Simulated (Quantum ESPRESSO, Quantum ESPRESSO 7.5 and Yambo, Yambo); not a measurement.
## InF3 (R-3c): G0W0 on several meshes in Yambo

Wanted: mesh dependence and cost of G0W0 for InF3 (R-3c).

Calculated with Quantum ESPRESSO 7.5 and Yambo 5.3.0; LDA and many-body steps on it, plane waves.

## (1) The starting structure

The structure is trigonal, space group R-3c (No. 167). Conventional cell: a = 5.204 Å, b = 5.204 Å, c = 14.723 Å, α = 90.00°, β = 90.00°, γ = 120.00°. In has 6 F at 2.08 Å nearest. F has 2 In at 2.08 Å nearest. Farther neighbours and most contacts between anions are not listed.

The cell and positions are those that the Materials Project relaxed with its own functionals (PBE, PBE+U or r2SCAN), kept fixed.

## (2) Empty states on the mesh, 4×4×4 mesh, 265 bands

This step: Quantum ESPRESSO 7.5; DFT, LDA, plane waves, norm-conserving pseudopotentials.

The sums over transitions need many empty states on a uniform mesh; this step solves for them.

File pw.in:

```
&control
  calculation = 'nscf'
  prefix = 'x'
  outdir = 'o'
  pseudo_dir = 'pseudo'
/
&system
  ibrav = 0
  nat = 8
  ntyp = 2
  ecutwfc = 80.0
  nbnd = 265
  force_symmorphic = .true.
/
&electrons
  conv_thr = 1e-9
  electron_maxstep = 80
  diago_full_acc = .true.
  diago_thr_init = 5e-6
/
ATOMIC_SPECIES
  In 114.82 In.upf
  F 18.998 F.upf
CELL_PARAMETERS angstrom
  2.6021411829 1.5023469124 4.9075061345
  -2.6021411829 1.5023469124 4.9075061345
  0.0000000000 -3.0046938249 4.9075061345
ATOMIC_POSITIONS crystal
  In 0.5000000000 0.5000000000 0.5000000000
  In 0.0000000000 0.0000000000 0.0000000000
  F 0.3957092200 0.7500000000 0.1042907800
  F 0.7500000000 0.1042907800 0.3957092200
  F 0.8957092200 0.6042907800 0.2500000000
  F 0.2500000000 0.8957092200 0.6042907800
  F 0.6042907800 0.2500000000 0.8957092200
  F 0.1042907800 0.3957092200 0.7500000000
K_POINTS automatic
  4 4 4 0 0 0
```

Command:

```
> OMP_NUM_THREADS=1 mpirun -n 4 pw.x -nk 4 -in pw.in > pw.out
```

The program printed:

```text
Program PWSCF v.7.5 starts

     This program is part of the open-source Quantum ESPRESSO suite
     for quantum simulation of materials; please cite
         "P. Giannozzi et al., J. Phys.:Condens. Matter 21 395502 (2009);
         "P. Giannozzi et al., J. Phys.:Condens. Matter 29 465901 (2017);
         "P. Giannozzi et al., J. Chem. Phys. 152 154105 (2020);
     in publications or presentations arising from this work. More details at

     Atomic positions and unit cell read from directory:
     o/x.save/

     Message from routine setup:
[...]
-108.5499-108.5499 -67.1691 -67.1691 -67.1691 -67.1691 -67.1509 -67.1509
[...]
30.5619  30.5619  31.6013  31.6013  32.9200  32.9200  33.4591  33.4591
     [... 22 further rows ...]
    88.4922  88.4922  89.0400  89.0400  89.9265  89.9265  90.1765  90.1765
    90.4928

          k =-0.2764-0.1596 0.1954 (  9370 PWs)   bands (ev):

     [... further k-points ...]

     highest occupied, lowest unoccupied level (ev):     2.3935    6.4029

     XML data file, pseudopotentials, collected wavefunctions

=------------------------------------------------------------------------------=
   JOB DONE.
=------------------------------------------------------------------------------=
```

Wall time 92 s (4 MPI ranks of Arm Neoverse V2, shared host); peak memory 1.1 GiB; 6.1 min of CPU time.

Numbers from this step:

```yaml
gap: 4.009 eV
k_of_the_valence_top: 0, -0.5, -0.5
k_of_the_conduction_bottom: 0, 0, 0
least_direct_gap: 4.042 eV
k_points_computed: 14
lowest_point_of_the_top_converged_band_above_the_valence_top: 88.0993 eV
```

On this mesh the gap is 4.009 eV.

The density comes from a self-consistent run that is not shown.

## (3) Conversion and set-up

This step: Yambo 5.3.0; conversion and set-up on LDA, plane waves, norm-conserving pseudopotentials.

The states are converted to the many-body program's format and the q mesh is built.

Command:

```
> (cd o/x.save; p2y > p2y.log; mv SAVE ../..); yambo > setup.log
```

The program printed:

```text
 Yambo, version 5.3.0

 [02] CORE Variables Setup
 =========================

  [02.01] Unit cells
  ==================

  Cell kind             :  Unknown
  Atoms in the cell     :  In  F
  number of In atoms    :  2
  number of F  atoms    :   6

  List of atomic masses
  Mass of In    :  114.8200
  Mass of F     :  18.99800

  List of atomic coordinates    : [cc]
  In1       :   0.0000     -0.94486E-10   13.911      order 1
  In2       :  0.000000  0.000000  0.000000  order 2
  F1       :  -1.74217   2.66053  11.59230  order 3
[...]
Q [ 1]         [rlu]:  0.000000  0.000000  0.000000
 Q [ 2]         [rlu]: -0.34882E-16 -0.34882E-16  0.25000
 Q [ 3]         [rlu]:  0.49282E-16  0.49282E-16 -0.50000
[...]
Q [ 8]         [rlu]:  0.250000  0.250000  0.250000
 Q [ 9]         [rlu]:  0.250000  0.250000  0.500000
 Q [10]         [rlu]:  0.250000  0.250000 -0.250000
 Q [11]         [rlu]:  0.250000  0.500000  0.500000
 Q [12]         [rlu]:  0.250000  0.500000  0.750000
 Q [13]         [rlu]: -0.500000 -0.500000 -0.500000
 Q [14]         [rlu]: -0.25000     -0.16429E-15 -0.50000

  [03.01] X indexes
  =================

   [03.01.01] Sigma indexes
   ========================

 [06] Game Over & Game summary
```

Wall time 3 s (1 MPI rank); peak memory 0.25 GiB.

## (4) 4×4×4

G0W0 replaces the xc potential by the self-energy, built once from these orbitals. Only a window of levels is corrected, while the sums run over the empty bands that the input names.

This step: G0W0 on LDA, plane waves, norm-conserving pseudopotentials.

File gw2.in:

```
HF_and_locXC
gw0
dyson
ppa
em1d
rim_cut
RandQpts= 1000000
RandGvec= 1 RL
EXXRLvcs= 80 Ry
VXCRLvcs= 320 Ry
Chimod= "HARTREE"
% BndsRnXp
 1 | 133 |
%
NGsBlkXp= 7 Ry
% LongDrXp
 1 | 1 | 1 |
%
% GbndRnge
 1 | 133 |
%
DysSolver= "n"
ExtendOut
PPAPntXp= 27.21138 eV
% QPkrange
 7 | 7 | 41 | 44 |
 1 | 1 | 41 | 44 |
%
```

Command:

```
> OMP_NUM_THREADS=2 mpirun -n 2 yambo -F gw2.in -J gw2 -C gw2 > gw2.log
```

The program printed:

```text
 Yambo, version 5.3.0

 [02] CORE Variables Setup
 =========================

  [... cell, symmetries and grids as in the set-up ...]

  [02.05] Energies & Occupations
  ==============================

  [X] === General ===
  [X] Electronic Temperature                        :  0.000000  0.000000 [eV K]
  [X] Bosonic    Temperature                        :  0.000000  0.000000 [eV K]
  [X] Finite Temperature mode                       : no
  [X] El. density                                   :  0.72974E+24 [cm-3]
  [X] Fermi Level                                   :  2.393526 [eV]

  [X] === Gaps and Widths ===
  [X] Conduction Band Min                           :  4.009337 [eV]
  [X] Valence Band Max                              :  0.000000 [eV]
  [X] Filled Bands                                  :   42
  [X] Empty Bands                                   :   43  265
  [X] Direct Gap                                    :  4.041772 [eV]
  [X] Direct Gap localized at k                     :  1
  [X] Indirect Gap                                  :  4.009337 [eV]
  [X] Indirect Gap between kpts                     :   7   1
  [X] Last valence band width                       :  0.129179 [eV]
  [X] 1st conduction band width                     :  3.087633 [eV]

 [03] Transferred momenta grid and indexing
 ==========================================

 IBZ Q-points                                      :  14
 BZ  Q-points                                      :   64

 K/Q-points units:
 rlu = crystal or reduced units; cc = cartesian coordinates; iku = interal k-units

 Q [ 1]         [rlu]:  0.000000  0.000000  0.000000
 Q [ 2]         [rlu]: -0.34882E-16 -0.34882E-16  0.25000
 Q [ 3]         [rlu]:  0.49282E-16  0.49282E-16 -0.50000
 Q [ 4]         [rlu]:  0.18461E-16  0.25000      0.25000
 Q [ 5]         [rlu]:  0.15108E-15  0.25000      0.50000
 Q [ 6]         [rlu]:  0.74563E-16  0.25000     -0.25000
 Q [ 7]         [rlu]: -0.36922E-16 -0.50000     -0.50000
 Q [ 8]         [rlu]:  0.250000  0.250000  0.250000
 Q [ 9]         [rlu]:  0.250000  0.250000  0.500000
 Q [10]         [rlu]:  0.250000  0.250000 -0.250000
 Q [11]         [rlu]:  0.250000  0.500000  0.500000
 Q [12]         [rlu]:  0.250000  0.500000  0.750000
 Q [13]         [rlu]: -0.500000 -0.500000 -0.500000
 Q [14]         [rlu]: -0.25000     -0.16429E-15 -0.50000

 [04] Coloumb potential Random Integration (RIM)
 ===============================================

  [04.01] RIM initialization
  ==========================

  * Diagonal components only detected *

  8 x (sBL volume)        :  0.039915 [a.u.]
  sBZ random points       :  1000000
  Points outside the sBZ  :   7988742
  RL volume               :  0.319323 [a.u.]
  Integrated volume       :  0.319773 [a.u.]

  [04.02] RIM integrals
  =====================

  Gamma point sphere radius             :  0.061991 [a.u.]
  Points outside the sphere             :   799652
  [Int_sBZ(q=0) 1/q^2]*(Vol_sBZ)^(-1/3) =:  7.753065
                                 should be <:  7.795600

  Summary of Coulomb integrals for non-metallic bands |Q|[au] RIM/Bare

  Q [1] 0.100000E-4 0.994544 * Q [8] 0.169379 1.028176
  Q [2] 0.192878 1.076558 * Q [4] 0.216252 1.066047
  Q [9] 0.291577 1.024101 * Q [6] 0.319441 1.030907
  Q [11] 0.337204 1.016845 * Q [13] 0.338758 1.010690
  Q [5] 0.361568 1.021448 * Q [14] 0.361568 1.021767
  Q [10] 0.373154 1.022739 * Q [3] 0.385755 1.020169
  Q [7] 0.432504 1.015207 * Q [12] 0.465617 1.010633

 [WARNING] [Xp] User bands 1-133 break level degeneracy

 [05] Dipoles
 ============

  [05.01] Setup: observables and procedures
  =========================================

  [WARNING] [x,Vnl] slows the Dipoles computation. To neglect it rename the ns.kb_pp file

 [06] Dynamic Dielectric Matrix (PPA)
 ====================================

 [WR./gw2//ndb.pp]---------------------------------------------------------------
  Brillouin Zone Q/K grids (IBZ/BZ)                :   14   64   14   64
  RL vectors                                       :  11327 [WF]
  Coulomb cutoff potential                         : none
  Electronic Temperature                           :  0.000000 [K]
  Bosonic    Temperature                           :  0.000000 [K]
  PPA    diel. fun.  energies                      : Slater exchange(X)+Perdew & Wang(C)
  wavefunctions                                    : Slater exchange(X)+Perdew & Wang(C)
  Global Gauge                                     : length
  X matrix size                                    :  253
  X band range                                     :    1  133
  X e/h energy range                               : -1.000000 -1.000000 [eV]
  X Time ordering                                  : R
  X Hxc Kernel                                     : HARTREE
  X Drude frequency                                :  0.000000  0.000000
  X poles                                          :  100.0000 [o/o]
  RL vectors in the sum                            :  11327
  [r,Vnl] included                                 : yes
  Field direction                                  :  0.577350E-5  0.577350E-5  0.577350E-5
  BZ energy Double Grid                            : no
  BZ energy DbGd points                            : 0
  BZ Q point size factor                           : -1.000000
  X Optical Averaged directions                    : none

 [07] Local Exchange-Correlation + Non-Local Fock
 ================================================

 [VXC] Plane waves :   74873
 [EXS] Plane waves :   9339

 QP @ state[ 1 ] K range:  1  1
 QP @ state[ 1 ] b range:   41   44
 QP @ state[ 2 ] K range:   7   7
 QP @ state[ 2 ] b range:   41   44

 [xc] Functional : Slater exchange(X)+Perdew & Wang(C)
 [xc] LIBXC used to calculate xc functional
  PP Number of Atomic Species                      :  2
  NLCC RL compoments                               :   74873
  PP Number of Atomic Species                      :  2
  NLCC RL compoments                               :   74873

 [xc] E_xc :  -59.69010 [Ha]
      E_xc :  -119.3802 [Ry]

  Local XC kind (lXC) : Slater exchange(X)+Perdew & Wang(C)
  Non-Local XC kind (nlXC) : Hartree-Fock

  Corrections @ K [1] :  [eV]
 <41|nlXC|41> = -30.71631  0.29348E-17 <41|lXC|41> = -22.75048 -0.37763E-15
 <42|nlXC|42> = -30.71631 -0.23130E-16 <42|lXC|42> = -22.75048  0.13723E-31
 <43|nlXC|43> = -10.34929  0.11475E-18 <43|lXC|43> = -15.00348  0.70805E-16
 <44|nlXC|44> = -13.25180  0.53891E-18 <44|lXC|44> = -19.92570 -0.37756E-15

  Corrections @ K [7] :  [eV]
 <41|nlXC|41> = -30.87888 -0.19376E-16 <41|lXC|41> = -23.60424  0.18882E-15
 <42|nlXC|42> = -30.81237  0.80492E-17 <42|lXC|42> = -22.91541  0.94408E-16
 <43|nlXC|43> = -12.86166  0.90957E-18 <43|lXC|43> = -18.19567 -0.18884E-15
 <44|nlXC|44> = -13.06259 -0.84650E-18 <44|lXC|44> = -19.12037  0.18885E-15

 [08] Dyson equation: Newton solver
 ==================================

  [08.01] G0W0 (W PPA)
  ====================

  [  GW  ] Bands range     :    1  133
  [GW/PPA] G damping       :  0.100000 [eV]

  QP @ state[ 1 ] K range:  1  1
  QP @ state[ 1 ] b range:   41   44
  QP @ state[ 2 ] K range:   7   7
  QP @ state[ 2 ] b range:   41   44

   Sc/G bands                                       :    1  133
   Sc/G damping                                     :  0.100000 ev
   Sc bands terminator                              : no
   Sx RL components                                 :   9339

   QP @ state[ 1 ] K range                          :  1  1
   QP @ state[ 1 ] b range                          :   41   44
   QP @ state[ 2 ] K range                          :   7   7
   QP @ state[ 2 ] b range                          :   41   44
   GF energies kind                                 : Slater exchange(X)+Perdew & Wang(C)
   GF WF`s kind                                     : Slater exchange(X)+Perdew & Wang(C)
   Xs energies kind                                 : Slater exchange(X)+Perdew & Wang(C)
   Xs WF`s kind                                     : Slater exchange(X)+Perdew & Wang(C)

 [11] Game Over & Game summary
```

Elapsed: 11 min, on 2 MPI ranks; peak memory 3.2 GiB.

Numbers from this step:

| Property | Result |
| --- | --- |
| G0W0 gap on the points computed | 7.798 eV |
| starting gap on the mesh | 4.009 eV |
| k of the valence top | 0, -0.5, -0.5 |
| k of the conduction bottom | 0, 0, 0 |
| least direct G0W0 gap on the computed points | 7.847 eV |
| Z at the valence top | 0.7980 |
| Z at the conduction bottom | 0.8692 |

The gap on the mesh goes from 4.01 eV to 7.80 eV, a correction of +3.79 eV.

## (5) Empty states on the mesh, 2×2×2 mesh, 133 bands

This step: Quantum ESPRESSO 7.5; DFT, LDA, plane waves, norm-conserving pseudopotentials.

pw.in: that of step 2 with these lines changed.

```diff
@@ -11,3 +11,3 @@
   ecutwfc = 80.0
-  nbnd = 265
+  nbnd = 133
   force_symmorphic = .true.
@@ -37,2 +37,2 @@
 K_POINTS automatic
-  4 4 4 0 0 0
+  2 2 2 0 0 0
```

Command:

```
> OMP_NUM_THREADS=1 mpirun -n 4 pw.x -nk 4 -in pw.in > pw.out
```

The program printed:

```text
[banner, memory and clock lines left out]
Program PWSCF v.7.5 starts

     Atomic positions and unit cell read from directory:
     o/x.save/

     Message from routine setup:
     using ibrav=0 with symmetry is DISCOURAGED, use correct ibrav instead

     G-vector sticks info

     bravais-lattice index     =            0
     lattice parameter (alat)  =      10.8740  a.u.
     unit-cell volume          =     776.8010 (a.u.)^3
     number of atoms/cell      =            8
     number of atomic types    =            2
     number of electrons       =        84.00
[...]
[... 5 further rows ...]
[...]
50.5958  50.5958  52.2380  52.2380  52.5093

          k = 0.5528 0.3192-0.3908 (  9366 PWs)   bands (ev):

  -108.5499-108.5499 -67.1693 -67.1692 -67.1690 -67.1688 -67.1510 -67.1508
[...]
29.8621  30.6108  30.8813  31.3483  31.5967  31.9754  32.2287  32.4693
     [... 5 further rows ...]
    48.0677  48.2964  48.5093  48.5707  48.9136  49.0619  49.1209  49.9444
    50.5069  50.6009  50.9630  51.6082  51.7916

          k = 0.0000 0.0000-0.5863 (  9338 PWs)   bands (ev):

     highest occupied, lowest unoccupied level (ev):     2.3935    6.4029

     XML data file, pseudopotentials, collected wavefunctions
```

It took 8.3 s on 4 MPI ranks; peak memory 0.72 GiB; 33 s of CPU time.

This step gave:

```
gap                                                           : 4.009 eV
k of the valence top                                          : 0, -0.5, -0.5
k of the conduction bottom                                    : 0, 0, 0
least direct gap                                              : 4.042 eV
k points computed                                             : 4
lowest point of the top converged band, above the valence top : 49.40 eV
```

On this mesh the gap is 4.009 eV.

(Continued in part 2 of 2.)

[Paths, hosts, dates, memory and timing lines, banners, echoed tables and standing remarks are left out of the program output.]

[Logs are printed without paths, hosts, clocks, repeated set-up lines and the standing remarks that a program may print on its own settings, such as how far it seeks lower states.]

[Runs of the session that timed out or met a known fault of the program may be left out.]

[Hosts, paths, dates, database ids (printed as entryN), source tags and the programs' standing remarks are cut or masked in the printed files.]
